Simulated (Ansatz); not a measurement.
# NbInO4 (P2/c): the r2SCAN gap against the k mesh of the density

Aim: see how gap, energy and time of NbInO4 (P2/c) follow the k mesh of the density.

Method: DFT, r2SCAN, plane waves, PAW, in Ansatz 0.2.0.

### 1. The starting structure

It takes space group P2/c (No. 13, monoclinic). Conventional cell: a = 4.835 Å, b = 5.771 Å, c = 5.144 Å, α = 90.00°, β = 91.13°, γ = 90.00°. Nearest to Nb lie 6 O at 1.88 to 2.15 Å. Nearest to In lie 6 O at 2.10 to 2.23 Å. Nearest to O lie 1 Nb at 1.88 Å and 2 In at 2.15 to 2.23 Å. O has 2 Nb at 1.98 to 2.15 Å and 1 In at 2.10 Å nearest. Farther neighbours, and contacts between anions beyond the nearest, are not listed.

The cell and positions come from the Crystallography Open Database and are kept as given unless a step says otherwise. The default PAW set here is soft_2. Its files were made with PBE.

### 2. k mesh of the density: 2×2×2

input.yaml reads:

```yaml
crystal:
  lattice:
    - [4.8355, 0.0, 0.0]
    - [0.0, 5.7709, 0.0]
    - [-0.1014445258, 0.0, 5.1429996119]
  atoms:
    - { symbol: Nb, position: [0.0, 0.1779, 0.25] }
    - { symbol: Nb, position: [0.0, 0.8221, 0.75] }
    - { symbol: In, position: [0.5, 0.6825, 0.25] }
    - { symbol: In, position: [0.5, 0.3175, 0.75] }
    - { symbol: O, position: [0.26, 0.618, 0.901] }
    - { symbol: O, position: [0.74, 0.618, 0.599] }
    - { symbol: O, position: [0.74, 0.382, 0.099] }
    - { symbol: O, position: [0.26, 0.382, 0.401] }
    - { symbol: O, position: [0.217, 0.898, 0.438] }
    - { symbol: O, position: [0.783, 0.898, 0.062] }
    - { symbol: O, position: [0.783, 0.102, 0.562] }
    - { symbol: O, position: [0.217, 0.102, 0.938] }
kpoints:
  mp_grid: { grid: [2, 2, 2] }
  band_path:
    path:
      - [0.0, 0.0, 0.0]
      - [0.0, 0.5, 0.0]
      - [0.0, 0.5, 0.5]
      - [0.0, 0.0, 0.5]
      - [-0.5, 0.0, 0.5]
      - [-0.5, 0.5, 0.5]
      - [-0.5, 0.5, 0.0]
      - [-0.5, 0.0, 0.0]
      - [0.3333333333, 0.0, -0.25]
      - [0.1666666667, 0.0, -0.5]
    npoints: 1
hamiltonian:
  xc: r2scan
scf:
  occupations: { method: fixed }
  n_extra_bands: 8
output:
  eigenvalues: true
  forces: true
  stress: true
```

Launch:

```console
$ ansatz run input.yaml --threads 24 --pin off --max-ram 82944MiB --backend cuda --events-out ev --progress --plain --runs-dir out --devices 1 --max-vram 78GiB
```

What it wrote:

```text
scf.n_extra_bands = 8 over 50 filled bands (N_el = 100.0): the run solves 58 bands
GPUs: using 1 of 1 available (devices: 1).
Engine: ansatz 0.2.0, aarch64-unknown-linux-gnu
Pseudopotentials: kind: paw
Pseudopotential: Nb, paw, valence charge 13, recommended cutoff 500 eV (meta_gga), Nb.paw.azcp
Pseudopotential: In, paw, valence charge 13, recommended cutoff 500 eV (meta_gga), In.paw.azcp
Pseudopotential: O, paw, valence charge 6, recommended cutoff 500 eV (meta_gga), O.paw.azcp
Functional definition: r2SCAN
  parameter k0 = 0.174
  parameter k1 = 0.065
  parameter a1 = 4.9479
  exchange = r2scan_x(k0 = k0, k1 = k1, a1 = a1)
  correlation = r2scan_c
device memory: the entry about to start is reckoned to put 9.0 GiB on a device that reports 182.5 GiB free (of which the cap on the GPU budget leaves the run 78.0 GiB)
GPU FFT provider: cuFFT
GPU libraries: cuBLAS 13.8.1, cuFFT 12.4.0, cuSOLVER 12.3.2
GPU matrix products: emulated (plane waves: as basis.precision tells), large ones in fixed point in workspaces of 1.00 GiB
Crystal: 12 atoms, lattice volume = 143.516 Å³
Basis set: ecut = 500 eV, 3649 PW (Γ), exchange–correlation on 144×180×160 points (64 copies of the dense FFT grid, shifted against one another)
Bands: 58, of which v1, the nominal top of the filled ones, is band 50 counted from 1 (49 counted from 0)
Symmetry: 4 space group operations
Space group: P2/c (ITA 13), of the structure as read, at distance tolerance 5.2e-5 Å
k-points: 8
Non-local potential: Nb, projectors of the file, l = 0: 3, l = 1: 2, l = 2: 2, l = 3: 1
Non-local potential: In, projectors of the file, l = 0: 2, l = 1: 2, l = 2: 2, l = 3: 2
Non-local potential: O, projectors of the file, l = 0: 2, l = 1: 2, l = 2: 1
PAW form: soft (Blöchl's): semilocal exchange-correlation on the pseudo side does not see the compensation charge
PAW frozen core: Nb, regenerated for the run's functional (the file was generated under x = pbe(κ = 0.804, μ = 0.219515), c = pbe(β = 0.066725))
PAW frozen core: In, regenerated for the run's functional (the file was generated under x = pbe(κ = 0.804, μ = 0.219515), c = pbe(β = 0.066725))
PAW frozen core: O, regenerated for the run's functional (the file was generated under x = pbe(κ = 0.804, μ = 0.219515), c = pbe(β = 0.066725))
PAW one-centre angular grid: Nb, 590 points (default); XC on 160 Gauss nodes
PAW one-centre angular grid: In, 590 points (default); XC on 289 of its mesh's 2783 points in the sphere
PAW one-centre angular grid: O, 302 points (default); XC on 160 Gauss nodes
Initial density: superposition of atomic densities (neutral atoms: chi_scale 0, normalization atom), corrected by the library's trained network
Initial wavefunctions: pseudopotential atomic-orbital guess
GPU buffer pool allocated for 64800 grid points (all kernels)
GPU transforms: local potential and band sums: pruned to the plane-wave sphere, on 36×45×40
Functional: x = r2scan, c = r2scan; τ floored in thin density (d = 2e-4 eV/Å³)
SCF iter   1: F=—  HF=-24908.786596 eV  |F-HF|=—  |Δ(HF+E_count)|=         —  Δρ=1.66e-2  dr2=5.17e-1  dr2_τ=7.21e-1  ethr=1.77e-3  ⟨swp⟩=5.0  Hψ=1589  notcnv=0  defer=44
preconditioner: auto → Resta (q_TF=auto, 2.569 Å⁻¹)  ε∞=5.7  [insulator: Δε(μ)=4.226 eV  Ē_g=13.102 eV  n_scr=38 (ndim 8)  ℏωp=28.4 eV  f_vac=0.026  ε∞_Penn≈5.7]
SCF iter   2: F=—  HF=-24908.837675 eV  |F-HF|=—  |Δ(HF+E_count)|=   5.11e-2  Δρ=7.24e-3  dr2=2.57e-2  dr2_τ=2.47e-2  ethr=5.17e-4  ⟨swp⟩=2.5  Hψ=789  notcnv=0  defer=40
SCF iter   3: F=—  HF=-24908.839296 eV  |F-HF|=—  |Δ(HF+E_count)|=   1.62e-3  Δρ=3.36e-3  dr2=7.98e-3  dr2_τ=7.39e-4  ethr=2.57e-5  ⟨swp⟩=2.1  Hψ=681  notcnv=0  defer=47
SCF iter   4: F=—  HF=-24908.839255 eV  |F-HF|=—  |Δ(HF+E_count)|=   4.08e-5  Δρ=6.65e-4  dr2=4.90e-4  dr2_τ=7.84e-5  ethr=7.98e-6  ⟨swp⟩=2.0  Hψ=655  notcnv=0  defer=48
SCF iter   5: F=—  HF=-24908.839156 eV  |F-HF|=—  |Δ(HF+E_count)|=   9.93e-5  Δρ=2.74e-4  dr2=9.94e-5  dr2_τ=1.60e-5  ethr=4.90e-7  ⟨swp⟩=2.0  Hψ=699  notcnv=0  defer=39
SCF iter   6: F=—  HF=-24908.839368 eV  |F-HF|=—  |Δ(HF+E_count)|=   2.12e-4  Δρ=7.90e-5  dr2=1.01e-5  dr2_τ=7.95e-7  ethr=9.94e-8  ⟨swp⟩=2.0  Hψ=685  notcnv=0  defer=14
SCF iter   7: F=—  HF=-24908.839368 eV  |F-HF|=—  |Δ(HF+E_count)|=   5.59e-7  Δρ=1.98e-5  dr2=6.31e-7  dr2_τ=5.71e-8  ethr=1.01e-8  ⟨swp⟩=2.0  Hψ=752  notcnv=0  defer=14
SCF iter   8: F=-24908.839368 eV  HF=-24908.839368 eV  |F-HF|=2.44e-10  |Δ(HF+E_count)|=   8.01e-8  Δρ=4.38e-6  dr2=4.14e-8  dr2_τ=2.26e-9  ethr=1.00e-10  ⟨swp⟩=12.4  Hψ=2015  notcnv=0
SCF 1 converged in 8 iterations: F = -24908.839368 eV  dr2 = 4.14e-8
[...]
device memory: the entry about to start is reckoned to put 6.3 GiB on a device that reports 181.7 GiB free (of which the cap on the GPU budget leaves the run 78.0 GiB)
NSCF: frozen V_eff on 10 k-points
SCF converged after 8 iterations
Free energy (F): -24908.839368 eV
Harris-Foulkes:  -24908.839368 eV  (|F-HF|=2.44e-10)
Internal energy: -24908.839368 eV  (E = F + TS)
E sigma→0 (E₀):  -24908.839368 eV
Fermi energy:    8.587546 eV
--- Per-component energies (eV) ---
  E_band       = -379.717400
  E_kinetic    = 2690.937423
  E_local      = -6467.401097  (includes V_loc(G=0)·N_el)
  E_nonlocal   = 1352.390966
  E_hartree    = 2315.321187
  E_xc         = -1325.881203
  E_vxc        = -1527.317626  (∫ρ·V_xc dr)
  E_paw        = -15841.575430  (= ΣΔE_a)
  E_vpaw       = -1156.283520  (= ΣTr[D̂ρ^β])
  E_aug_tail   = 0.008242  (compensation charges beyond the density's cutoff)
  E_vtau       = 97.295183  (kinetic-family band-sum trace: ∫τ·v_τ [+ j·A + Jᵃ·Aᵃ] dr)
  E_ewald      = -7633.930159
  E_core_change = 1.290703  (= ΣΔE_core)
  E_smearing   = -0.000000  (= −TS)
  E_closure    = -0.000000  (closes the sum)
  Σ components = -24908.839368   (vs F -24908.839368, Δ=0.00e0)
--- Forces (eV/Å), atoms counted from 1 ---
  atom   1  Nb     0.00000000     0.04977579     0.00000000
  atom   2  Nb     0.00000000    -0.04977579     0.00000000
  atom   3  In     0.00000000    -0.12512446     0.00000000
  atom   4  In     0.00000000     0.12512446     0.00000000
  atom   5  O     -0.00706665    -0.02176862     0.01406296
  atom   6  O      0.00706665    -0.02176862    -0.01406296
  atom   7  O      0.00706665     0.02176862    -0.01406296
  atom   8  O     -0.00706665     0.02176862     0.01406296
  atom   9  O     -0.17575488     0.04262212     0.15191969
  atom  10  O      0.17575488     0.04262212    -0.15191969
  atom  11  O      0.17575488    -0.04262212    -0.15191969
  atom  12  O     -0.17575488    -0.04262212     0.15191969
  max |Σ_I F_I| component: 2.78e-17 eV/Å
--- Stress (GPa, compression-positive) ---
        1.988066       0.000000       0.372975
        0.000000       2.348686       0.000000
        0.372969       0.000000       1.539306
  P = ⅓ Tr σ = 1.9587 GPa (19.587 kbar)
--- Band table (eV; the first three rows and the last of 8) ---
  k-point 0: bands = [... 46 lower, 8.0950, 8.1289, 8.4375, 8.4713, 12.6617, 13.1313, 13.1902, 13.2444, ... 4 higher]
  k-point 1: bands = [... 46 lower, 8.2004, 8.2004, 8.3857, 8.3857, 12.5527, 12.5527, 13.1746, 13.1746, ... 4 higher]
  k-point 2: bands = [... 46 lower, 8.0317, 8.0788, 8.2533, 8.5631, 12.4955, 13.2600, 13.3861, 13.4970, ... 4 higher]
  k-point 7: bands = [... 46 lower, 7.7853, 7.7853, 8.2979, 8.2979, 13.1269, 13.1269, 13.1610, 13.1610, ... 4 higher]
```

Elapsed: 1.2 s, on 1 × NVIDIA GB200 (shared by 2 runs) with 24 threads of Arm Neoverse V2, shared host; peak memory 1.1 GiB.

Reading the cycles: dr2 is the Hartree energy of the density residual (eV), the measure of convergence; HF is the Harris–Foulkes estimate of the energy, which meets the free energy F at convergence.

This step gave:

| Property | Result |
| --- | --- |
| pressure | 1.959 GPa |
| gap | 3.794 eV |
| valence top at | k = (0.333, 0.000, -0.250) |
| conduction bottom at | k = (0.167, 0.000, -0.500) |
| least direct gap | 3.932 eV |

The gap is indirect, with the least direct gap 0.14 eV higher.

### 3. k mesh of the density: 4×2×2

input.yaml: that of step 2 with these lines changed.

```diff
@@ -19,3 +19,3 @@
 kpoints:
-  mp_grid: { grid: [2, 2, 2] }
+  mp_grid: { grid: [4, 2, 2] }
   band_path:
```

What it wrote:

```text
[...]
GPUs: using 1 of 1 available (devices: 1).
[...]
GPU FFT provider: cuFFT
GPU libraries: cuBLAS 13.8.1, cuFFT 12.4.0, cuSOLVER 12.3.2
[...]
Crystal: 12 atoms, lattice volume = 143.516 Å³
Basis set: ecut = 500 eV, 3649 PW (Γ), exchange–correlation on 144×180×160 points (64 copies of the dense FFT grid, shifted against one another)
[...]
k-point 0: bands = [... 46 lower, 8.0946, 8.1267, 8.4346, 8.4696, 12.6615, 13.1313, 13.1898, 13.2438, ... 4 higher]
  k-point 1: bands = [... 46 lower, 8.1978, 8.1978, 8.3849, 8.3849, 12.5527, 12.5527, 13.1744, 13.1744, ... 4 higher]
  k-point 2: bands = [... 46 lower, 8.0315, 8.0770, 8.2530, 8.5596, 12.4954, 13.2596, 13.3857, 13.4966, ... 4 higher]
  k-point 11: bands = [... 46 lower, 7.7829, 7.7829, 8.2958, 8.2958, 13.1265, 13.1265, 13.1607, 13.1607, ... 4 higher]
[key lines of the parts left out:]
SCF converged after 8 iterations
Free energy (F): -24908.850115 eV
Fermi energy:    8.584455 eV
P = ⅓ Tr σ = 1.9894 GPa (19.894 kbar)
```

It took 1.3 s on 1 × NVIDIA GB200 (shared by 2 runs) with 24 threads; peak memory 1.1 GiB; 4.8 s of CPU time.

Numbers from this step:

```yaml
pressure: 1.989 GPa
gap: 3.795 eV
valence_top_at: k = (0.333, 0.000, -0.250)
conduction_bottom_at: k = (0.167, 0.000, -0.500)
least_direct_gap: 3.936 eV
```

The gap is 3.795 eV, +0.002 eV from the run before at this level.

### 4. k mesh of the density: 6×4×4 (the default)

input.yaml: that of step 3 with these lines changed.

```diff
@@ -19,3 +19,3 @@
 kpoints:
-  mp_grid: { grid: [4, 2, 2] }
+  mp_grid: { grid: [6, 4, 4] }
   band_path:
@@ -26,9 +26,10 @@
       - [0.0, 0.0, 0.5]
+      - [0.0, 0.0, 0.0]
       - [-0.5, 0.0, 0.5]
       - [-0.5, 0.5, 0.5]
+      - [0.0, 0.5, 0.0]
       - [-0.5, 0.5, 0.0]
       - [-0.5, 0.0, 0.0]
-      - [0.3333333333, 0.0, -0.25]
-      - [0.1666666667, 0.0, -0.5]
-    npoints: 1
+      - [0.0, 0.0, 0.0]
+    npoints: 10
 hamiltonian:
@@ -36,3 +37,3 @@
 scf:
-  occupations: { method: fixed }
+  occupations: { method: fermi_dirac, width: 0.02 }
   n_extra_bands: 8
```

What it wrote:

```text
[...]
GPUs: using 1 of 1 available (devices: 1).
[...]
GPU FFT provider: cuFFT
GPU libraries: cuBLAS 13.8.1, cuFFT 12.4.0, cuSOLVER 12.3.2
[...]
Crystal: 12 atoms, lattice volume = 143.516 Å³
Basis set: ecut = 500 eV, 3649 PW (Γ), exchange–correlation on 144×180×160 points (64 copies of the dense FFT grid, shifted against one another)
[...]
k-point 0: bands = [... 46 lower, 8.0940, 8.1228, 8.4301, 8.4670, 12.6602, 13.1299, 13.1873, 13.2419, ... 4 higher]
  k-point 1: bands = [... 46 lower, 8.1603, 8.2559, 8.4361, 8.4628, 12.5983, 12.7977, 13.1409, 13.1437, ... 4 higher]
  k-point 2: bands = [... 46 lower, 8.1933, 8.1933, 8.3839, 8.3839, 12.5509, 12.5509, 13.1723, 13.1723, ... 4 higher]
  k-point 41: bands = [... 46 lower, 7.7785, 7.7785, 8.2925, 8.2925, 13.1242, 13.1242, 13.1583, 13.1583, ... 4 higher]
[key lines of the parts left out:]
SCF converged after 8 iterations
Free energy (F): -24908.869775 eV
Fermi energy:    10.525687 eV
P = ⅓ Tr σ = 1.9856 GPa (19.856 kbar)
```

Run time: 2.7 s. Hardware: 1 × NVIDIA GB200 (shared by 2 runs) with 24 threads; peak memory 1.1 GiB.

This step gave:

```yaml
pressure: 1.986 GPa
gap: 3.797 eV
valence_top_at: k = (0.333, 0.000, -0.250)
conduction_bottom_at: k = (0.167, 0.000, -0.500)
least_direct_gap: 3.939 eV
```

The gap is 3.797 eV, +0.001 eV from the run before at this level.

### 5. k mesh of the density: 8×6×6

input.yaml: that of step 4 with these lines changed.

```diff
@@ -19,3 +19,3 @@
 kpoints:
-  mp_grid: { grid: [6, 4, 4] }
+  mp_grid: { grid: [8, 6, 6] }
   band_path:
@@ -26,10 +26,9 @@
       - [0.0, 0.0, 0.5]
-      - [0.0, 0.0, 0.0]
       - [-0.5, 0.0, 0.5]
       - [-0.5, 0.5, 0.5]
-      - [0.0, 0.5, 0.0]
       - [-0.5, 0.5, 0.0]
       - [-0.5, 0.0, 0.0]
-      - [0.0, 0.0, 0.0]
-    npoints: 10
+      - [0.3333333333, 0.0, -0.25]
+      - [0.1666666667, 0.0, -0.5]
+    npoints: 1
 hamiltonian:
@@ -37,3 +36,3 @@
 scf:
-  occupations: { method: fermi_dirac, width: 0.02 }
+  occupations: { method: fixed }
   n_extra_bands: 8
```

What it wrote:

```text
[...]
GPUs: using 1 of 1 available (devices: 1).
[...]
GPU FFT provider: cuFFT
GPU libraries: cuBLAS 13.8.1, cuFFT 12.4.0, cuSOLVER 12.3.2
[...]
Crystal: 12 atoms, lattice volume = 143.516 Å³
Basis set: ecut = 500 eV, 3649 PW (Γ), exchange–correlation on 144×180×160 points (64 copies of the dense FFT grid, shifted against one another)
[...]
k-point 0: bands = [... 46 lower, 8.0941, 8.1228, 8.4301, 8.4670, 12.6602, 13.1299, 13.1873, 13.2419, ... 4 higher]
  k-point 1: bands = [... 46 lower, 8.1305, 8.2778, 8.4399, 8.4479, 12.7452, 12.7573, 13.1631, 13.1834, ... 4 higher]
  k-point 2: bands = [... 46 lower, 8.1450, 8.2599, 8.4209, 8.4272, 12.5105, 12.7627, 13.1304, 13.1625, ... 4 higher]
  k-point 103: bands = [... 46 lower, 7.7785, 7.7785, 8.2925, 8.2925, 13.1242, 13.1242, 13.1583, 13.1583, ... 4 higher]
[key lines of the parts left out:]
SCF converged after 8 iterations
Free energy (F): -24908.869782 eV
Fermi energy:    8.601242 eV
P = ⅓ Tr σ = 1.9856 GPa (19.856 kbar)
```

It took 2 s on 1 × NVIDIA GB200 (shared by 2 runs) with 24 threads; peak memory 1.1 GiB; 7.8 s of CPU time.

Read from the output:

```yaml
pressure: 1.986 GPa
gap: 3.797 eV
valence_top_at: k = (0.333, 0.000, -0.250)
conduction_bottom_at: k = (0.167, 0.000, -0.500)
least_direct_gap: 3.939 eV
```

The gap is 3.797 eV, as in the run before at this level.

### 6. The series

Differences are against the last row; a negative gap means that bands overlap, and a run with a band path holds that path's time. Times are wall times on 1 × NVIDIA GB200 (shared by 2 runs) with 24 threads of Arm Neoverse V2, shared host, good to a factor of about two.

```csv
k mesh of the density,gap (eV),direct gap (eV),gap error (eV),energy error (meV/atom),irreducible k,time
2×2×2,3.794,3.932,−0.003,+2.5,8,1.2 s
4×2×2,3.795,3.936,−0.001,+1.6,12,1.3 s
6×4×4,3.797,3.939,+0.000,+0.0,42,2.7 s
8×6×6,3.797,3.939,+0.000,+0.0,104,2 s
```

### 7. Results

| Item | Value |
| --- | --- |
| 2×2×2 | 3.794 eV |
| 4×2×2 | 3.795 eV |
| 6×4×4 | 3.797 eV |
| 8×6×6 | 3.797 eV |

In words: The gap holds to 0.02 eV from 2×2×2 on, the cheapest setting tried. At 2×2×2 the gap is off by −0.003 eV and the energy by +3 meV/atom. The gap is read over the mesh and added points near the edges, so meshes differ mainly through the density and, for a hybrid, the exchange operator.

[Long decimals in the printed logs are rounded to 6 places.]

[Logs are printed without paths, hosts, clocks, repeated set-up lines and the standing remarks that a program may print on its own settings, such as how far it seeks lower states.]

[Paths, hosts, dates, memory and timing lines, banners, echoed tables and standing remarks are left out of the program output; an Ansatz launch command may be rebuilt from the run's recorded settings. Measured values are a selection of at most five: reports struck by readers or far from the other reports are left out. None is set beside runs whose start may be inverted or whose files or cutoffs have a known fault.]

[Runs of the session that timed out or met a known fault of the program may be left out.]

[Cells called generated may have been cut or substituted from an entry of the Crystallography Open Database or the Materials Project.]

[Hosts, paths, dates, database ids (printed as entryN), source tags and the programs' standing remarks are cut or masked in the printed files.]

[Where the starting crystal was built by hand or by swapping elements, it need not be the compound's stable phase.]
